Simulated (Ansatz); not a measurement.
**What do other settings change for Σ13 (111) twist boundary in Si (156 atoms)?**

The cell holds 156 atoms: 156 Si. Its edges and angles: a = 13.846 Å, b = 13.846 Å, c = 18.565 Å, α = 90.0°, β = 90.0°, γ = 120.0°. It derives from Si (diamond-structure). Diamond-structure Si (a = 5.431 Å); two grains turned against each other by 27.80 deg about [111]; 1 x 1 coincidence cells, 1 lattice periods a grain, two boundaries a cell, upper grain shifted by [0.67, 0.586] of the boundary cell and opened by 0 Å, one atom of each pair nearer than 1.293 Å removed; annealed from 600 K for 3 ps and minimised with a classical potential (one cell length free). Regions: lower grain, 78 atoms (78 Si); upper grain, 78 atoms (78 Si).

Geometry: as built.

Reference run: Kohn-Sham DFT, PBE, PAW (set soft_2), plane waves (Ansatz 0.2.0), cutoff 420 eV, Γ point, fermi-dirac smearing of 0.025 eV.

| Item | Value |
| --- | --- |
| r.m.s. force component | 0.1611 eV/Å |
| pressure | 1.107 GPa |
| spacing of highest filled and lowest empty level | 0.1806 eV |
| SCF cycles | 7 |
| time | 85 s on 4 threads of Arm Neoverse V1, shared host |

Variants, in no order:
A. support functions medium, spacing 0.386 Å
B. support functions high
C. support functions medium, spacing 0.334 Å

Q: Order the variants from the smallest to the largest r.m.s. change of the forces.

B, C, A.

```
                                     variant  Δ force, r.m.s. (meV/Å)  share of r.m.s. force (%)
                   B. support functions high                      0.6                      0.372
C. support functions medium, spacing 0.334 Å                     1.55                      0.965
A. support functions medium, spacing 0.386 Å                     4.01                       2.49
```

[Logs are printed without paths, hosts, clocks, repeated set-up lines and the standing remarks that a program may print on its own settings, such as how far it seeks lower states.]

[Hosts, paths, dates, database ids (printed as entryN), source tags and the programs' standing remarks are cut or masked in the printed files.]
